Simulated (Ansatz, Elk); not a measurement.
## How far do independent atoms describe Na3V?

Structure refinements treat a crystal as free atoms side by side. For a made-up structure of Na3V (cell and positions from a PBEsol relaxation) the runs below show what the calculated density changes in F(hkl).

Program: Elk 11.2.3 (patched build). Level of theory: DFT, PBE, all-electron APW+lo, Dirac cores, scalar-relativistic bands, static density, ferromagnetic start. Results are calculated unless marked as measured.

The structure was built from a prototype and need not be the compound's stable phase.

## (1) Set-up

Symmetry: Fm-3m, No. 225, cubic system. Conventional cell: a = 7.699 Å, b = 7.699 Å, c = 7.699 Å, α = 90.00°, β = 90.00°, γ = 90.00°. V has 8 Na at 3.33 Å nearest. Nearest to Na lie 4 V at 3.33 Å and 4 Na at 3.33 Å. Na has 8 Na at 3.33 Å nearest. Farther neighbours are not listed.

## (2) Ground state and structure factors

An all-electron density is needed, since X-rays see the cores too. Task 0 finds the density and task 195 Fourier-transforms it; tshift is off so that phases refer to the origin typed.

File elk.in:

```
tasks
  0
  195
  196

xctype
  20

spinpol
  .true.

rgkmax
  7.0

gmaxvr
  14.0

lmaxo
  7

lmaxapw
  8

swidth
  0.002

tshift
  .false.

ramdisk
  .false.

hmaxvr
  5.5

maxscl
  120

epspot
  1e-06

reducebf
  0.8

sppath
  './'

avec
  0.00000000000 7.27496203906 7.27496203906
  7.27496203906 0.00000000000 7.27496203906
  7.27496203906 7.27496203906 0.00000000000

atoms
  2
  'V.in'
  1
  -0.0000000000 0.0000000000 -0.0000000000   0.000000 0.000000 -0.175000
  'Na.in'
  3
  0.7500000000 0.7500000000 0.7500000000   0.000000 0.000000 0.000000
  0.2500000000 0.2500000000 0.2500000000   0.000000 0.000000 0.000000
  0.5000000000 0.5000000000 0.5000000000   0.000000 0.000000 0.000000

ngridk
  5 5 5
```

Launch:

```bash
OMP_NUM_THREADS=4 elk
```

Numbers of over 12 decimals in the logs are rounded to 6 here.

The program printed:

```text
┌─────────────────────────┐
│ Elk code version 11.2.3 │
└─────────────────────────┘

All units are atomic (Hartree, Bohr, etc.)

┌─────────────────────────────────────────────────┐
│ Ground-state run starting from atomic densities │
└─────────────────────────────────────────────────┘

Lattice vectors :
   0.000000000       7.274962039       7.274962039
   7.274962039       0.000000000       7.274962039
   7.274962039       7.274962039       0.000000000

Reciprocal lattice vectors :
 -0.4318362951      0.4318362951      0.4318362951
  0.4318362951     -0.4318362951      0.4318362951
  0.4318362951      0.4318362951     -0.4318362951

Unit cell volume      :    770.0557892
Brillouin zone volume :   0.3221197956

Muffin-tin inner radius fraction :   0.1000000000E-01

Nuclei treated as point charges

Species : 1 (V)
 parameters loaded from : V.in
 name : vanadium
 nuclear charge    :   -23.00000000
 electronic charge :    23.00000000
 atomic mass :    92860.67382
 muffin-tin radius :    2.400000000
 number of radial points in muffin-tin :    993
 inner part over the whole radius :   0.9920165687E-02
 number on inner part of muffin-tin    :    699
 approximate nuclear radius :   0.6897515165E-04
 number of mesh points to nuclear radius :    327
 atomic positions (lattice), magnetic fields (Cartesian) :
  1 :   0.00000000  0.00000000  0.00000000    0.00000000  0.00000000 -0.17500000

Species : 2 (Na)
 parameters loaded from : Na.in
 name : sodium
 nuclear charge    :   -11.00000000
 electronic charge :    11.00000000
 atomic mass :    41907.78703
 muffin-tin radius :    2.200000000
 number of radial points in muffin-tin :    793
 inner part over the whole radius :   0.9883648912E-02
 number on inner part of muffin-tin    :    551
 approximate nuclear radius :   0.5574345702E-04
 number of mesh points to nuclear radius :    238
 atomic positions (lattice), magnetic fields (Cartesian) :
  1 :  -0.25000000 -0.25000000 -0.25000000    0.00000000  0.00000000  0.00000000
  2 :   0.25000000  0.25000000  0.25000000    0.00000000  0.00000000  0.00000000
  3 :   0.50000000  0.50000000  0.50000000    0.00000000  0.00000000  0.00000000

Total number of atoms per unit cell :    4
Total muffin-tin volume :    191.7125501
 ratio of muffin-tin to unit cell volume :   0.2489592998

Spin treatment :
 spin-polarised
 global magnetic field (Cartesian) :    0.000000000       0.000000000       0.000000000
 collinear magnetisation in z-direction

Number of Bravais lattice symmetries :   48
Number of crystal symmetries         :   48
Crystal has inversion symmetry
Real symmetric eigensolver will be used

k-point grid :      5     5     5
k-point offset :    0.000000000       0.000000000       0.000000000
k-point set is reduced with full crystal symmetry group
Total number of k-points :       10

Muffin-tin radius times maximum |G+k| :    7.000000000
 using average radius
Maximum |G+k| for APW functions       :    3.111111111
Maximum (1/2)|G+k|²                   :    4.839506173
Maximum |G| for potential and density :    14.00000000
Constant for pseudocharge density :    8
 order of it for each species :   15  15
 order of it for pair densities of each species (exact exchange by exxq0 0: 16) :   11   9
Radial integration step length :    1

G-vector grid sizes :     48    48    48
Number of G-vectors :    35749

Maximum angular momentum used for
 APW functions            :    8
 outer part of muffin-tin :    7
 inner part of muffin-tin :    2

Total nuclear charge    :   -56.00000000
Total core charge       :    16.00000000
Total valence charge    :    40.00000000
Total excess charge     :    0.000000000
Total electronic charge :    56.00000000

Effective Wigner radius, rₛ :    1.486215722

Number of empty states         :     48
Total number of valence states :    138
Total number of core states    :     16

Third-order local-orbitals added for an l without core states : T
Total number of local-orbitals :     51

[...]
species : 2 (Na)
   atom 1                    :   0.8606186988E-02
[...]
total in muffin-tins        :    3.980044886
 total moment                :    4.709005463

RMS change in Kohn-Sham potential (target) :    2.811984743     (  0.1000000000E-05)
Absolute change in total energy (target)   :    1.589625864     (  0.1000000000E-03)

[... loops 3 to 27 left out ...]

┌──────────────────┐
│ Loop number : 28 │
└──────────────────┘

Energies :
 Fermi                       :     0.50437634865861E-01
 sum of occupied eigenvalues :     -811.45340441517
 electron kinetic            :      1446.7830711006
 core electron kinetic       :      1214.4180730075
 Coulomb                     :     -2794.7247295761
 Coulomb potential           :     -2143.7335406752
 nuclear-nuclear             :     -209.77818666244
 electron-nuclear            :     -3030.6447689643
 Hartree                     :      445.69822605069
 Madelung                    :     -1722.8579592385
 xc potential                :     -114.30164439966
 xc effective B-field        :    -0.201288
 external B-field            :      0.000000
 exchange                    :     -86.410868648171
 correlation                 :     -2.153952
 electron entropic           :    -0.25856643096868E-02
 total energy                :     -1436.5090646628
 (external B-field energy excluded from total)

Density of states at Fermi energy :    202.0667920
 (states/Hartree/unit cell)

Estimated indirect band gap :   0.7224449908E-03
 from k-point 6 to k-point 9
Estimated direct band gap   :   0.3597994921E-02
 at k-point 10

Charges :
 core                        :    16.00000000
 valence                     :    40.00000000
 interstitial                :    4.447847107
 muffin-tins (core leakage)
  species : 1 (V)
[...]
species : 2 (Na)
[...]
total in muffin-tins        :    51.55215289
 total calculated charge     :    55.99999555
 total charge                :    56.00000000
 error                       :   0.4450366333E-05

Moments :
 interstitial                :    1.335642321
 muffin-tins
  species : 1 (V)
[...]
species : 2 (Na)
[...]
total in muffin-tins        :    3.206187104
 total moment                :    4.541829425

RMS change in Kohn-Sham potential (target) :   0.6732701971E-06 (  0.1000000000E-05)
Absolute change in total energy (target)   :   0.1122114440E-04 (  0.1000000000E-03)

Convergence targets achieved

┌──────────────────┐
│ Loop number : 29 │
└──────────────────┘

Energies :
 Fermi                       :     0.50437323292466E-01
 sum of occupied eigenvalues :     -811.45344311139
 electron kinetic            :      1446.7830308825
 core electron kinetic       :      1214.4180457450
 Coulomb                     :     -2794.7247321104
 Coulomb potential           :     -2143.7335805821
 nuclear-nuclear             :     -209.77818666244
 electron-nuclear            :     -3030.6447335055
 Hartree                     :      445.69818805757
 Madelung                    :     -1722.8579418193
 xc potential                :     -114.30160480079
 xc effective B-field        :    -0.201286
 external B-field            :      0.000000
 exchange                    :     -86.410864914361
 correlation                 :     -2.153952
 electron entropic           :    -0.25857280972456E-02
 total energy                :     -1436.5091042168
 (external B-field energy excluded from total)

Density of states at Fermi energy :    202.0728368
 (states/Hartree/unit cell)

Estimated indirect band gap :   0.7224938549E-03
 from k-point 6 to k-point 9
Estimated direct band gap   :   0.3598116186E-02
 at k-point 10

Charges :
 core                        :    16.00000000
 valence                     :    40.00000000
 interstitial                :    4.447852035
 muffin-tins (core leakage)
  species : 1 (V)
[...]
species : 2 (Na)
   atom 1                    :    10.07103047     ( -0.9715865312E-07)
   atom 2                    :    10.07103047     ( -0.9715865312E-07)
   atom 3                    :    10.05892535     ( -0.9715865357E-07)
 total in muffin-tins        :    51.55214797
 total calculated charge     :    55.99999555
 total charge                :    56.00000000
 error                       :   0.4450235878E-05

Moments :
 interstitial                :    1.335600236
 muffin-tins
  species : 1 (V)
[...]
species : 2 (Na)
   atom 1                    :   0.2788361877E-01
   atom 2                    :   0.2788361877E-01
   atom 3                    :   0.6446801325E-02
 total in muffin-tins        :    3.206167452
 total moment                :    4.541767689

┌──────────────────────────────┐
│ Self-consistent loop stopped │
└──────────────────────────────┘

Wrote STATE.OUT
```

The job ended after 67 s (4 threads of Intel Xeon 6975P-C (Granite Rapids), shared host; peak memory 0.32 GiB; 3.4 min of CPU time).

SFACRHO.OUT:

```text

h k l indices transformed by vhmat matrix:
   1.000000000       0.000000000       0.000000000    
   0.000000000       1.000000000       0.000000000    
   0.000000000       0.000000000       1.000000000    

      h      k      l  multipl.   |H|            Re(F)            Im(F)           |F|

      0      0      0      1   0.0000000       56.000000      0.17341526E-16   56.000000    
      0      1      0      8  0.74796240       10.663748     -0.29633368E-14   10.663748    
      1      0      1      6  0.86367259       10.241895      0.59309270E-14   10.241895    
     -2     -1     -1     12   1.2214175       43.107522     -0.10913660E-13   43.107522    
      1      0      2     24   1.4322390       8.4718407     -0.11226348E-13   8.4718407    
      0     -2      0      8   1.4959248       8.3134069     -0.51092928E-14   8.3134069    
      0     -2     -2      6   1.7273452       37.534197     -0.95609192E-14   37.534197    
      2     -1      0     24   1.8823308       7.4219233     -0.53495734E-14   7.4219233    
     -2     -1      1     24   1.9312306       7.3174014     -0.44813191E-14   7.3174014    
      1      1     -2     24   2.1155572       33.303362      0.88957799E-15   33.303362    
      3      0      0      8   2.2438872       6.7229703     -0.88601133E-14   6.7229703    
     -3     -2      0     24   2.2438872       6.7207089      0.73881292E-14   6.7207089    
      2     -2      0     12   2.4428350       29.952959     -0.77968956E-15   29.952959    
      1     -1      3     48   2.5547780       6.2255815     -0.79926324E-14   6.2255815    
     -1     -1     -4     24   2.5910178       6.1720253     -0.15701608E-13   6.1720253    
      0     -3     -3      6   2.5910178       6.1700191     -0.15820057E-13   6.1700191    
     -1     -4     -3     24   2.7311725       27.249279     -0.13637289E-13   27.249279    
      0     -4     -1     24   2.8317400       5.8605272      0.59667258E-14   5.8605272
```

Elk indexes on the primitive cell of elk.in and gives |H| = 4π sin θ/λ in inverse bohr. Below, one row stands for each form hkl of the conventional cell (m members, Friedel mates merged), F is for one primitive cell and the density is static (no thermal factor). Free-atom factors are Waasmaier and Kirfel's, and R is Σm||F|−|F'||/Σm|F|.

```csv
hkl,m,sin θ/λ (Å⁻¹),"abs F, DFT",neutral atoms,diff.
111,8,0.113,10.664,10.446,+0.218
200,6,0.130,10.242,10.067,+0.175
220,12,0.184,43.108,43.226,-0.118
311,24,0.215,8.472,8.397,+0.075
222,8,0.225,8.313,8.237,+0.077
400,6,0.260,37.534,37.612,-0.078
331,24,0.283,7.422,7.364,+0.058
420,24,0.290,7.317,7.266,+0.052
422,24,0.318,33.303,33.372,-0.069
333,8,0.337,6.723,6.691,+0.032
511,24,0.337,6.721,6.691,+0.029
440,12,0.367,29.953,30.010,-0.057
531,48,0.384,6.226,6.210,+0.016
442,24,0.390,6.172,6.160,+0.012
600,6,0.390,6.170,6.160,+0.010
620,24,0.411,27.249,27.289,-0.039
533,24,0.426,5.861,5.851,+0.010
622,24,0.431,5.821,5.812,+0.008
444,8,0.450,25.038,25.056,-0.018
551,24,0.464,5.589,5.578,+0.011
711,24,0.464,5.588,5.578,+0.010
640,24,0.468,5.559,5.548,+0.010
```

## (3) The magnetisation density

The same run holds the spin density, and task 196 transforms it. The order is that of the start, and no other was tried.

SFACMAG_1.OUT:

```text

h k l indices transformed by vhmat matrix:
   1.000000000       0.000000000       0.000000000    
   0.000000000       1.000000000       0.000000000    
   0.000000000       0.000000000       1.000000000    

      h      k      l  multipl.   |H|            Re(F)            Im(F)           |F|

      0      0      0      1   0.0000000       4.5417678      0.96624509E-18   4.5417678    
      0      1      0      8  0.74796240       2.9070328      0.12394279E-16   2.9070328    
      1      0      1      6  0.86367259       2.5779713     -0.33698641E-17   2.5779713    
     -2     -1     -1     12   1.2214175       1.8205805      0.71213173E-17   1.8205805    
      1      0      2     24   1.4322390       1.4988758      0.26677209E-16   1.4988758    
      0     -2      0      8   1.4959248       1.4256482     -0.39478623E-17   1.4256482    
      0     -2     -2      6   1.7273452       1.1547277      0.13629444E-16   1.1547277    
      2     -1      0     24   1.8823308      0.98743060      0.56304821E-17  0.98743060    
     -2     -1      1     24   1.9312306      0.93845517      0.13131985E-16  0.93845517    
      1      1     -2     24   2.1155572      0.80039507     -0.11216453E-16  0.80039507    
      3      0      0      8   2.2438872      0.68841082     -0.10811474E-16  0.68841082    
     -3     -2      0     24   2.2438872      0.68505547     -0.33936410E-18  0.68505547    
      2     -2      0     12   2.4428350      0.57363662     -0.36548762E-17  0.57363662    
      1     -1      3     48   2.5547780      0.49278635     -0.56208189E-17  0.49278635    
     -1     -1     -4     24   2.5910178      0.46928363     -0.10796718E-16  0.46928363    
      0     -3     -3      6   2.5910178      0.46567981      0.66427731E-17  0.46567981
```

The total moment is 4.54 μB a cell; sphere moments: V1 +3.14, Na2 +0.03, Na3 +0.03, Na4 +0.01 μB. Polarised neutrons measure spin and orbital magnetisation together; without spin-orbit coupling the run gives the spin part:

```csv
hkl,sin θ/λ (Å⁻¹),abs F_M (μB)
111,0.113,2.907
200,0.130,2.578
220,0.184,1.821
311,0.215,1.499
222,0.225,1.426
400,0.260,1.155
331,0.283,0.987
420,0.290,0.939
422,0.318,0.800
333,0.337,0.688
511,0.337,0.685
440,0.367,0.574
531,0.384,0.493
442,0.390,0.469
```

## (4) The highest occupied states alone

An energy window below the Fermi level keeps the highest occupied states, to see at which angles they scatter; shallow core shells can lie inside it and anion s states outside. No new self-consistency is needed.

Edit elk.in of step 2 so:

```diff
@@ -1,5 +1,3 @@
 tasks
-  0
   195
-  196
 
@@ -44,2 +42,5 @@
 
+wsfac
+  -0.317060 0.350440
+
 sppath
```

Launch:

```bash
OMP_NUM_THREADS=4 elk
```

The program printed:

```text
┌─────────────────────────────────┐
│ Elk code version 11.2.3 started │
└─────────────────────────────────┘

Info(readinput): the functional depends on the density's gradient
 muffin-tin radial points multiplied by    2.00000
 (not where nrmtscf is given)

┌────────────────────┐
│ Current task : 195 │
└────────────────────┘

Info(sfacrho): density structure factors written to SFACRHO.OUT

 Energy window :  -0.3170600000      0.3504400000

┌──────────────────┐
│ Elk code stopped │
└──────────────────┘
```

It took 4.6 s on 4 threads; peak memory 0.16 GiB.

States within 10 eV below the Fermi level hold 8.00 electrons; any levels below the window count with the cores. Their amplitudes can exceed the total, where window and core parts have opposite phase:

```csv
hkl,sin θ/λ (Å⁻¹),"abs F, window","abs F, all"
111,0.113,2.987,10.664
200,0.130,2.663,10.242
220,0.184,1.689,43.108
311,0.215,1.507,8.472
222,0.225,1.419,8.313
400,0.260,1.144,37.534
331,0.283,0.991,7.422
420,0.290,0.939,7.317
422,0.318,0.851,33.303
333,0.337,0.694,6.723
```

(Continued in part 2 of 2.)

[Logs are printed without paths, hosts, clocks, repeated set-up lines and the standing remarks that a program may print on its own settings, such as how far it seeks lower states.]

[Hosts, paths, dates, database ids (printed as entryN), source tags and the programs' standing remarks are cut or masked in the printed files.]
